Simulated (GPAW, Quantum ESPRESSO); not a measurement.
# Near-edge structure at the F K edge of CdF2 (Fm-3m), part 2 of 4

Do two independent programs agree on the F K edge of CdF2 (Fm-3m)? The same cell and functional are run with XSpectra and with GPAW.

Quantum ESPRESSO 7.5 and GPAW 26.7.0; core-hole supercells, plane-wave PAW PBE.

So far. Step 2 (Ground state of the crystal (Quantum ESPRESSO)): The mesh shows a gap of 3.10 eV, so the hole is first treated in a charged cell, without the excited electron. Step 3 (Spectrum without a core hole, F atom 2 (Quantum …): Main maxima below 24 eV (height): 4.5 eV (1.88), 7.1 eV (1.60), 11.1 eV (2.25), 15.7 eV (0.77) and 20.0 eV (1.92). A K edge sees empty p states on the absorber.

**6. The atom with a core hole (Quantum ESPRESSO)**

Level of this step: all-electron atom with a core hole and its PAW potential, PBE, scalar-relativistic (Quantum ESPRESSO).

The frozen core must hold the hole, so the absorber gets a data set of its own.

F.pbe-n-kjpaw-1sch.ld1.in reads:

```
&input
   title='F', zed=9., rel=1, iswitch=3, dft='PBE',
   config='1s1 2s2 2p6'
/
&inputp
   file_pseudopw='F.pbe-n-kjpaw-1sch.UPF', author='',
   lpaw=.true.,
   pseudotype=3,
   lloc=-1,
   rcloc=0.9,
   which_augfun='PSQ',
   rmatch_augfun_nc=.true.,
   nlcc=.true.,
   new_core_ps=.true.,
   rcore=0.7,
   tm=.true.,
   zval=8,
   lgipaw_reconstruction=.true., use_paw_as_gipaw=.true.
/
4
2S  1  0  2.00  0.00  1.00  1.30  0.0
2S  1  0  0.00  0.40  1.00  1.30  0.0
2P  2  1  6.00  0.00  0.90  1.40  0.0
2P  2  1  0.00  0.15  0.90  1.40  0.0
```

On the command line:

```sh
$ ld1.x < F.pbe-n-kjpaw-1sch.ld1.in > F.pbe-n-kjpaw-1sch.ld1.out
```

The log of the run:

```text
     [... banner and references ...]
PAW data will be used for GIPAW calculation
     --------------------------- All-electron run ----------------------------

     F
     scalar relativistic calculation

     atomic number is  9.00
     dft =PBE   lsd =0 sic =0 latt =0  beta=0.20 tr2=1.0E-14
     Exchange-correlation= PBE
                           (   1   4   3   4   0   0   0)
     mesh =1105 r(mesh) =  99.76081 a.u. xmin = -7.00 dx = 0.01250
     1 Ry =  13.60569312 eV, c = 137.03599908

     n l     nl                  e(Ry)          e(Ha)          e(eV)
     1 0     1S 1( 1.00)       -53.7176       -26.8588      -730.8650
     2 0     2S 1( 2.00)        -2.3873        -1.1937       -32.4815
     2 1     2P 1( 6.00)        -1.0158        -0.5079       -13.8204

     final scf error:  9.3E-16 reached in  26 iterations

     Etot =    -149.136729 Ry,     -74.568364 Ha,   -2029.108564 eV

     Ekin =     148.815989 Ry,      74.407994 Ha,    2024.744676 eV
     Encl =    -370.415504 Ry,    -185.207752 Ha,   -5039.759674 eV
     Eh   =      89.485097 Ry,      44.742548 Ha,    1217.506763 eV
     Exc  =     -17.022310 Ry,      -8.511155 Ha,    -231.600329 eV

     normalization and overlap integrals

     s(1S/1S) =  1.000000  <r> =   0.1706  <r2> =    0.0392  r(max) =   0.1111
     s(1S/2S) = -0.000309
     s(2S/2S) =  1.000000  <r> =   0.9474  <r2> =    1.0970  r(max) =   0.7155
     s(2P/2P) =  1.000000  <r> =   0.9769  <r2> =    1.2797  r(max) =   0.6236

     ------------------------ End of All-electron run ------------------------

     --------------------- Generating PAW atomic setup --------------------

      Generating local potential from pseudized AE potential:
      Matching radius rcloc =   0.9000

[...]
(   1   4   3   4   0   0   0)
     mesh =1105 r(mesh) =  99.76081 a.u. xmin = -7.00 dx = 0.01250
     1 Ry =  13.60569312 eV, c = 137.03599908

     n l     nl                  e(Ry)          e(Ha)          e(eV)
[...]
final scf error:  9.3E-16 reached in  26 iterations

     Etot =    -149.136729 Ry,     -74.568364 Ha,   -2029.108564 eV

     Ekin =     148.815989 Ry,      74.407994 Ha,    2024.744676 eV
     Encl =    -370.415504 Ry,    -185.207752 Ha,   -5039.759674 eV
     Eh   =      89.485097 Ry,      44.742548 Ha,    1217.506763 eV
     Exc  =     -17.022310 Ry,      -8.511155 Ha,    -231.600329 eV

     normalization and overlap integrals

     s(1S/1S) =  1.000000  <r> =   0.1706  <r2> =    0.0392  r(max) =   0.1111
     s(1S/2S) = -0.000309
     s(2S/2S) =  1.000000  <r> =   0.9474  <r2> =    1.0970  r(max) =   0.7155
     s(2P/2P) =  1.000000  <r> =   0.9769  <r2> =    1.2797  r(max) =   0.6236

     ------------------------ End of All-electron run ------------------------

     ---------------------- Testing the pseudopotential ----------------------

     F
     scalar relativistic calculation

     atomic number is  9.00   valence charge is  8.00
     dft = SLA  PW   PBX  PBC   lsd =0 sic =0 latt =0  beta=0.20 tr2=1.0E-14
     mesh =1105 r(mesh) =  99.76081 xmin = -7.00 dx = 0.01250

     n l     nl             e AE (Ry)        e PS (Ry)    De AE-PS (Ry)
     1 0     2S   1( 2.00)       -2.38734       -2.38734        0.00000
     2 1     2P   1( 6.00)       -1.01578       -1.01578        0.00000

     eps = 4.1E-17  iter =  4

     Etot =    -149.136729 Ry,     -74.568364 Ha,   -2029.108564 eV
     Etotps =   -73.600392 Ry,     -36.800196 Ha,   -1001.384345 eV

     Ekin =      70.206890 Ry,      35.103445 Ha,     955.213402 eV
     Encl =    -188.305643 Ry,     -94.152822 Ha,   -2562.028797 eV
     Ehrt =      61.520669 Ry,      30.760335 Ha,     837.031343 eV
     Ecxc =     -17.022308 Ry,      -8.511154 Ha,    -231.600293 eV
     (Ecc =      -0.030274 Ry,      -0.015137 Ha,      -0.411898 eV)

     ---------------------- End of pseudopotential test ----------------------
```

Elapsed: 0.62 s, on 1 MPI rank of Arm Neoverse V2, shared host; peak memory 0.12 GiB.

Removing the core electron and adding it to the valence shell costs the free atom 685.1 eV.

**7. Supercell with FCH, F atom 2 (Quantum ESPRESSO)**

The holes are 6.6 Å apart. The excited electron is left out and a uniform background balances the charge.

scf.in reads:

```
&control
   calculation='scf', prefix='x', pseudo_dir='../pp', outdir='tmp', tprnfor=.true.
/
&system
   ibrav=0, nat=18, ntyp=3, nbnd=82
   ecutwfc=57, ecutrho=560
   occupations='fixed'
   tot_charge=1
/
&electrons
   conv_thr=1.8e-07, electron_maxstep=120
   mixing_beta=0.5
/
ATOMIC_SPECIES
Cd 1.0 Cd.pbe-n-kjpaw.UPF
F0 1.0 F.pbe-n-kjpaw-1sch.UPF
F 1.0 F.pbe-n-kjpaw.UPF
CELL_PARAMETERS angstrom
  -2.69400000 -2.69400000 -5.38800000
  -2.69400000 -2.69400000 5.38800000
  -2.69400000 5.38800000 2.69400000
ATOMIC_POSITIONS crystal
Cd   0.00000000 0.00000000 0.00000000
Cd   0.66666667 0.00000000 0.33333333
Cd   0.50000000 0.50000000 0.00000000
Cd   0.33333333 0.00000000 0.66666667
Cd   0.16666667 0.50000000 0.33333333
Cd   0.83333333 0.50000000 0.66666667
F0   0.87500000 0.62500000 0.00000000
F    0.54166667 0.62500000 0.33333333
F    0.37500000 0.12500000 0.00000000
F    0.20833333 0.62500000 0.66666667
F    0.04166667 0.12500000 0.33333333
F    0.70833333 0.12500000 0.66666667
F    0.62500000 0.87500000 0.00000000
F    0.29166667 0.87500000 0.33333333
F    0.12500000 0.37500000 0.00000000
F    0.95833333 0.87500000 0.66666667
F    0.79166667 0.37500000 0.33333333
F    0.45833333 0.37500000 0.66666667
K_POINTS automatic
4 3 4 0 0 0
```

On the command line:

```sh
$ OMP_NUM_THREADS=1 mpirun --oversubscribe --bind-to none -np 4 pw.x -nk 4 -in scf.in > scf.out
```

The log of the run:

```text
     [... banner and references ...]
[banner, memory and clock lines left out]
using ibrav=0 with symmetry is DISCOURAGED, use correct ibrav instead

     G-vector sticks info

     bravais-lattice index     =            0
     lattice parameter (alat)  =      12.4702  a.u.
     unit-cell volume          =    1583.3270 (a.u.)^3
     number of atoms/cell      =           18
     number of atomic types    =            3
     number of electrons       =       156.00
     number of Kohn-Sham states=           82
     kinetic-energy cutoff     =      57.0000  Ry
     charge density cutoff     =     560.0000  Ry
     scf convergence threshold =      1.8E-07
     mixing beta               =       0.5000
     number of iterations used =            8  plain     mixing
     Exchange-correlation= SLA  PW   PBX  PBC
                           (   1   4   3   4   0   0   0)

     celldm(1)=  12.470162  celldm(2)=   0.000000  celldm(3)=   0.000000
     celldm(4)=   0.000000  celldm(5)=   0.000000  celldm(6)=   0.000000

     crystal axes: (cart. coord. in units of alat)
               a(1) = (  -0.408248  -0.408248  -0.816497 )
               a(2) = (  -0.408248  -0.408248   0.816497 )
               a(3) = (  -0.408248   0.816497   0.408248 )

     reciprocal axes: (cart. coord. in units 2 pi/alat)
               b(1) = ( -1.020621 -0.204124 -0.612372 )
               b(2) = ( -0.612372 -0.612372  0.612372 )
               b(3) = ( -0.816497  0.816497  0.000000 )

     PseudoPot. #1 for Cd:     Pseudo is Projector augmented-wave + core cor, Zval = 12.0

     ../pp/F.pbe-n-kjpaw-1sch.UPF
     Pseudo is Projector augmented-wave + core cor, Zval =  8.0
     Shape of augmentation charge: PSQ
[...]
total energy              =   -3018.82618967 Ry
     estimated scf accuracy    <       0.00000045 Ry

     iteration # 11     ecut=    57.00 Ry     beta= 0.50
     Davidson diagonalization with overlap
     ethr =  2.85E-10,  avg # of iterations =  4.5

     End of self-consistent calculation

          k =-0.0000 0.0000 0.0000 ( 11449 PWs)   bands (ev):

   -24.0736 -15.7878 -15.4172 -15.3855 -15.3830 -15.3502 -15.3447 -15.1521
   -15.1239 -15.0515 -15.0513 -14.7430  -5.6061  -5.6038  -5.5949  -0.6366
    -0.6353  -0.6158  -0.3873  -0.3802  -0.2946  -0.2289  -0.2053  -0.1538
[...]
3.9055   4.0605   4.1302   4.1434   4.4477   4.4581   4.5325   4.6017
     4.6110   4.6297   4.6597   4.7288   4.8085   4.8147   7.7743  11.6922
    12.0475  12.0811

     [... bands of 16 further k-points ...]

     highest occupied, lowest unoccupied level (ev):     4.9353    7.7743

!    total energy              =   -3018.82618972 Ry
     total all-electron energy =    -69484.199081 Ry
     estimated scf accuracy    <       0.00000007 Ry

     The total energy is the sum of the following terms:
     one-electron contribution =    -357.55826817 Ry
     hartree contribution      =     321.04120315 Ry
     xc contribution           =    -254.84610327 Ry
     ewald contribution        =    -885.48650716 Ry
     one-center paw contrib.   =   -1841.97651428 Ry

     convergence has been achieved in  11 iterations

     Forces acting on atoms (cartesian axes, Ry/au):

     atom    1 type  1   force =    -0.04550660   -0.04550660    0.04458327
     atom    2 type  1   force =    -0.00135738   -0.00046731    0.00135337
     atom    3 type  1   force =     0.04561279    0.04561279    0.04361859
[...]
atom   17 type  3   force =    -0.00155583   -0.02975321    0.00154961
     atom   18 type  3   force =    -0.02975321   -0.00155583    0.00154961

     Total force =     0.173384     Total SCF correction =     0.000166

     XML data file, charge density, pseudopotentials, collected wavefunctions
```

The job ended after 2.3 min (4 MPI ranks; peak memory 0.59 GiB).

Energy with the hole: -945380.690 eV, cores included.

**8. Spectrum with FCH, F atom 2 (Quantum ESPRESSO)**

The Lanczos recursion gives the spectrum without computing empty bands; each polarisation needs a run of its own on the full k mesh. xe0 is set between filled and empty states, and states below it are cut. The file of filecore holds the core orbital, taken from the hole-free data set.

xspectra.in reads:

```
&input_xspectra
   calculation='xanes_dipole', edge='K'
   prefix='x', outdir='tmp', xiabs=2, xe0=6.3548
   xonly_plot=.false., x_save_file='xanes.sav'
   xniter=3000, xcheck_conv=20, xerror=0.005
   xcoordcrys=.false., xepsilon(1)=1, xepsilon(2)=0, xepsilon(3)=0
/
&plot
   xnepoint=413, xemin=-10, xemax=45, terminator=.true., cut_occ_states=.true.
   xgamma=0.4
/
&pseudos
   filecore='../F.wfc'
/
&cut_occ
   cut_desmooth=0.1, cut_stepl=0.05, cut_stepu=0.05, cut_ierror=1e-5
/
4 4 4 0 0 0
```

xspectra_1.in, as its differences from xspectra.in of step 8:

```diff
@@ -5,3 +5,3 @@
    xniter=3000, xcheck_conv=20, xerror=0.005
-   xcoordcrys=.false., xepsilon(1)=1, xepsilon(2)=0, xepsilon(3)=0
+   xcoordcrys=.false., xepsilon(1)=0, xepsilon(2)=0, xepsilon(3)=1
 /
```

On the command line:

```sh
$ OMP_NUM_THREADS=1 mpirun --oversubscribe --bind-to none -np 4 xspectra.x -nk 4 -in xspectra.in > xspectra.out
```

The log of the run:

```text
     [... banner and references ...]
Reading input_file

     calculation: xanes_dipole

     xepsilon  [cartesian coordinates]:   1.000000   0.000000   0.000000

     xonly_plot: FALSE
        => complete calculation: Lanczos + spectrum plot

     filecore (core-wavefunction file): ../F.wfc

     main plot parameters:
        cut_occ_states: TRUE
        gamma_mode:  constant
        -> using xgamma [eV]:  0.40
        xemin [eV]: -10.00
        xemax [eV]:  45.00
        xnepoint:  413
        xe0 [eV]:   6.354800 (energy zero read in input file)

     WARNING: variable ef_r is obsolete

                      Reading SCF save directory: x.save

     tmp/x.save/

     Exchange-correlation= PBE
                           (   1   4   3   4   0   0   0)

     G-vector sticks info

                           Getting the Fermi energy

     From SCF save directory:
        ehomo [eV]:    4.9353 (highest occupied level)
        elumo [eV]:    7.7743 (lowest occupied level)
        ef    [eV]:    4.9353

     -> ef (in eV) will be written in x_save_file

                           Energy zero of the spectrum

     -> ef will NOT be used as energy zero of the spectrum
       (because xe0 read in input file)

     G-vector sticks info

     bravais-lattice index     =            0
     lattice parameter (alat)  =      12.4702  a.u.
     unit-cell volume          =    1583.3270 (a.u.)^3
     number of atoms/cell      =           18
     number of atomic types    =            3
     number of electrons       =       156.00
     number of Kohn-Sham states=           82
     kinetic-energy cutoff     =      57.0000  Ry
     charge density cutoff     =     560.0000  Ry
     Exchange-correlation= PBE
                           (   1   4   3   4   0   0   0)

     celldm(1)=  12.470162  celldm(2)=   0.000000  celldm(3)=   0.000000
     celldm(4)=   0.000000  celldm(5)=   0.000000  celldm(6)=   0.000000

     crystal axes: (cart. coord. in units of alat)
               a(1) = (  -0.408248  -0.408248  -0.816497 )
               a(2) = (  -0.408248  -0.408248   0.816497 )
               a(3) = (  -0.408248   0.816497   0.408248 )

     reciprocal axes: (cart. coord. in units 2 pi/alat)
               b(1) = ( -1.020621 -0.204124 -0.612372 )
               b(2) = ( -0.612372 -0.612372  0.612372 )
               b(3) = ( -0.816497  0.816497  0.000000 )

     PseudoPot. #1 for Cd:     Pseudo is Projector augmented-wave + core cor, Zval = 12.0

     ../pp/F.pbe-n-kjpaw-1sch.UPF
     Pseudo is Projector augmented-wave + core cor, Zval =  8.0
     Shape of augmentation charge: PSQ
     Using radial grid of 1105 points,  4 beta functions with:
                l(1) =   0
                l(2) =   0
                l(3) =   1
                l(4) =   1
     Q(r) pseudized with 0 coefficients

     ../pp/F.pbe-n-kjpaw.UPF
     Pseudo is Projector augmented-wave + core cor, Zval =  7.0
     Shape of augmentation charge: PSQ
     Using radial grid of 1105 points,  4 beta functions with:
                l(1) =   0
                l(2) =   0
                l(3) =   1
                l(4) =   1
     Q(r) pseudized with 0 coefficients

     atomic species   valence    mass     pseudopotential
     Cd               12.00     1.00000     Cd( 1.00)
     F0                8.00     1.00000     F ( 1.00)
     F                 7.00     1.00000     F ( 1.00)

      2 Sym. Ops. (no inversion) found

   Cartesian axes

     site n.     atom                  positions (alat units)
         1        Cd     tau(   1) = (  -0.0000000   0.0000000   0.0000000  )
         2        Cd     tau(   2) = (  -0.4082483  -0.0000000  -0.4082483  )
         3        Cd     tau(   3) = (  -0.4082483  -0.4082483   0.0000000  )
         4        Cd     tau(   4) = (  -0.4082483   0.4082483   0.0000000  )
         5        Cd     tau(   5) = (  -0.4082483  -0.0000000   0.4082483  )
         6        Cd     tau(   6) = (  -0.8164966   0.0000000   0.0000000  )
         7        F0     tau(   7) = (  -0.6123724  -0.6123724  -0.2041241  )
[...]
k(    3) = (  -0.4082483   0.4082483   0.0000000), wk =   0.0312500
        k(    4) = (  -0.6123724   0.6123724   0.0000000), wk =   0.0312500
        k(    5) = (  -0.1530931  -0.1530931   0.1530931), wk =   0.0312500
[...]
k(   62) = (  -1.4288690  -0.4082483   0.0000000), wk =   0.0312500
        k(   63) = (  -1.6329932  -0.2041241   0.0000000), wk =   0.0312500
        k(   64) = (  -1.8371173   0.0000000   0.0000000), wk =   0.0312500

     Dense  grid:   354011 G-vectors     FFT dimensions: (  96,  96,  96)

     Smooth grid:    91949 G-vectors     FFT dimensions: (  60,  60,  60)

     The potential is recalculated from file :
     tmp/x.save/charge-density

     Starting wfcs are  102 atomic wfcs
     Checking if some PAW data can be deallocated...

               Reading core wavefunction file for the absorbing atom

     ../F.wfc successfully read

                              Attributing the PAW radii
                     for the absorbing atom [units: Bohr radius]

        PAW proj 1: r_paw(l= 0)= 1.95  (1.5*r_cut)
        PAW proj 2: r_paw(l= 0)= 1.95  (1.5*r_cut)
        PAW proj 3: r_paw(l= 1)= 2.10  (1.5*r_cut)
        PAW proj 4: r_paw(l= 1)= 2.10  (1.5*r_cut)

        NB: The calculation will not necessary use all these r_paw values.
            - For a edge in the electric-dipole approximation,
              only the r_paw(l=1) values are used.
            - For a K edge in the electric-quadrupole approximation,
              only the r_paw(l=2) values are used.

            - For a L2 or L3 edge in the electric-quadrupole approximation,

              all projectors (s, p and d) are used.

                          Starting XANES calculation
                     in the electric dipole approximation

     Method of calculation based on the Lanczos recursion algorithm
        - STEP 1: Construction of a kpoint-dependent Lanczos basis,
          in which the Hamiltonian is tridiagonal (each 'iter'
          corresponds to the calculation of one more Lanczos vector)
        - STEP 2: Calculation of the cross-section as a continued fraction
          averaged over the k-points.

     ... Begin STEP 1 ...

        Radial transition matrix element(s) used in the calculation of the
        initial vector of the Lanczos basis (|tilde{phi}_abs> normalized)
        | For PAW proj. (l=1) #1: radial matrix element =   0.145259052
        | For PAW proj. (l=1) #2: radial matrix element =   0.191705787

NB: the    16 k-point are not all listed below because npool=  4
        |-------------------------------------------------------------
        ! k-point #     1:  (-0.0000,  0.0000,  0.0000),  0.0312,   1
        |-------------------------------------------------------------
 okvan= T
        |   Norm of the initial Lanczos vector: 0.81867150E-01
        |   Estimated error at iter     20:   1.00273173
        |   Estimated error at iter     40:   0.23789575
        |   Estimated error at iter     60:   0.15150210
        |   Estimated error at iter     80:   0.06613455
        |   Estimated error at iter    100:   0.05815691
[...]
!   => CONVERGED at iter    380 with error=  0.00340102
        |-------------------------------------------------------------
        ! k-point #     2:  (-0.2041,  0.2041,  0.0000),  0.0312,   1
        |-------------------------------------------------------------
 okvan= T
        |   Norm of the initial Lanczos vector: 0.81887748E-01
[...]
!   => CONVERGED at iter    420 with error=  0.00347118
        |-------------------------------------------------------------
     [... 13 further k-points ...]
        ! k-point #    16:  (-1.0717,  0.1531,  0.4593),  0.0312,   1
        |-------------------------------------------------------------
 okvan= T
        |   Norm of the initial Lanczos vector: 0.81882525E-01
[...]
|   Estimated error at iter    400:   0.01548788
        |   Estimated error at iter    420:   0.00706623
        |   Estimated error at iter    440:   0.00554481
        !   => CONVERGED at iter    460 with error=  0.00385923

     Results of STEP 1 successfully written in x_save_file
     x_save_file name:
     ->  xanes.sav
     x_save_file version:  2

     ... End STEP 1 ...

     ... Begin STEP 2 ...

     The spectrum is calculated using the following parameters:
        xe0 [eV]:    6.3548
        the occupied states are elimintate from the spectrum
        xemin [eV]: -10.00
        xemax [eV]:  45.00
        xnepoint:  413
        constant broadening parameter [eV]:    0.400
        Core level energy [eV]:  -696.7
         (from electron binding energy of neutral atoms in X-ray data booklet)

     Cross-section successfully written in xanes.dat

     ... End STEP 2 ...

                                END JOB XSpectra
```

Wall time 3.1 min (4 MPI ranks); peak memory 0.42 GiB; 12 min of CPU time.

The F K spectrum, F atom 2, full core hole (charged cell) (energy from the lowest empty level; intensity scaled to a mean of 1 over the first 20 eV; the points at xe0, where the cut of filled states can leave a spike, are interpolated):

```
E (eV)  intensity
  -2.0       0.03
  -1.0       0.05
   0.0       0.07
   1.0       0.15
   2.0       0.39
   3.0       1.04
   4.0       1.86
   5.0       0.81
   6.0       0.61
   7.0       1.56
   8.0       0.92
   9.0       1.33
  10.0       2.05
  11.0       1.26
  12.0       0.58
  13.0       0.44
  14.0       0.39
  15.0       0.69
  16.0       0.97
  17.0       0.92
  18.0       1.62
  19.0       1.95
  20.0       1.23
  21.0       0.95
  22.0       0.58
  23.0       0.46
  24.0       0.41
  25.0       0.37
  26.0       0.43
  27.0       0.69
  28.0       0.81
  29.0       0.97
  30.0       0.76
  31.0       0.71
  32.0       1.10
```

Main maxima below 24 eV (height): 3.9 eV (1.87), 7.0 eV (1.56), 10.1 eV (2.05), 15.7 eV (1.02) and 18.6 eV (2.01). 

The hole costs E(hole) − E(ground) = 684.40 eV, and the lowest empty level of the hole cell lies at 7.77 eV, which puts the zero at 692.18 eV. One term is added: -9.97 eV, since the hole is spin-paired here and a spin-polarised one costs that much less in the free atom (computed apart). The photon energy is then 682.21 eV. The functional and the charged cell's background leave an error of a few eV in such absolute values.

[end of part 2 of 4]

[Banner, clock and machine lines of the logs are left out without a mark of their own.]

[Logs are printed without paths, hosts, clocks, repeated set-up lines and the standing remarks that a program may print on its own settings, such as how far it seeks lower states.]

[Hosts, paths, dates, database ids (printed as entryN), source tags and the programs' standing remarks are cut or masked in the printed files.]

[Lists of maxima count a maximum above −3 eV only where it reaches 4 % of the highest in the window and stands out from its surroundings by 2 % of it (1.5 % where it reaches 55 %); shoulders and weaker maxima are passed over, and of the rest the first, up to two pre-edge ones and the few strongest are named.]
